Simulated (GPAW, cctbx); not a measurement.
# Reading charge transfer from structure factors

ZnCdSe4, I-4 (no. 82), a = 7.7624 Å, b = 7.7624 Å, c = 4.9214 Å, α = 90.00°, β = 90.00°, γ = 90.00°.

```csv
atom,mult.,x,y,z
Cd1,2,1/2,0,3/4
Se1,8,0.6436,0.3151,0.8400
Zn1,2,0,0,0
```

The cell comes from substitution in a known structure type and wasn't matched to any measured phase.

Absolute values of the static structure factors of the conventional cell from DFT (PBE, GPAW) against free spherical atoms, in electrons:

| hkl | d (Å) | free atoms | crystal |
| --- | --- | --- | --- |
| 110 | 5.489 | 28.67 | 29.01 |
| 011 | 4.156 | 110.97 | 110.97 |
| 020 | 3.881 | 29.80 | 29.06 |
| 121 | 2.837 | 212.99 | 213.10 |
| 211 | 2.837 | 108.64 | 108.89 |
| 220 | 2.744 | 164.84 | 164.35 |
| 002 | 2.461 | 120.52 | 121.01 |
| 130 | 2.455 | 200.30 | 200.10 |
| 310 | 2.455 | 60.71 | 60.52 |
| 031 | 2.290 | 170.23 | 169.96 |

**Question.** Which way does charge move, and which reflections show it best?

Project each element's phase sum on the total phase. |F| rises if density moves to atoms that scatter in phase and falls if it moves to atoms that scatter against it; the rule is for low angles, since changes of shape take over beyond. Where all elements are in phase the terms compete, and the compactness of the donor's and the acceptor's density matters too.

| hkl | Cd in phase | Se in phase | Zn in phase | change (e) | (%) |
| --- | --- | --- | --- | --- | --- |
| 110 | -2.0 | +2.0 | +2.0 | +0.34 | +1.2 |
| 011 | +2.0 | +1.0 | -0.2 | 0.00 | 0.0 |
| 020 | +2.0 | -3.7 | +2.0 | -0.74 | -2.5 |
| 121 | +1.8 | +4.2 | +0.9 | +0.11 | +0.1 |
| 211 | -1.6 | +5.2 | +1.1 | +0.26 | +0.2 |
| 220 | +2.0 | +1.3 | +2.0 | -0.49 | -0.3 |
| 002 | +2.0 | +3.4 | -2.0 | +0.49 | +0.4 |
| 130 | +2.0 | +6.4 | -2.0 | -0.20 | -0.1 |

Low-angle reflections that set elements apart and change by more than 0.05 e: 110, 020, 211, 220, 002 and 130 (011 hardly moves and tells little). The signs fit a gain of density on Se and a loss on Cd and Zn, apart from 130. The best witness is 020, -2.5 %, where Se enters with -3.7. The real-space density agrees: Voronoi charges Cd +0.31, Se -0.12, Zn +0.18 e. The shortest bond, Se–Zn, has Δρ = +0.09 e/Å³ at its midpoint, a covalent bond charge.

[Outputs are excerpts: Python notices, other lines and further rows are left out; steps that failed or that the build refused (PBEsol, TPSS) are not shown.]

[Logs are printed without paths, hosts, clocks, repeated set-up lines and the standing remarks that a program may print on its own settings, such as how far it seeks lower states.]
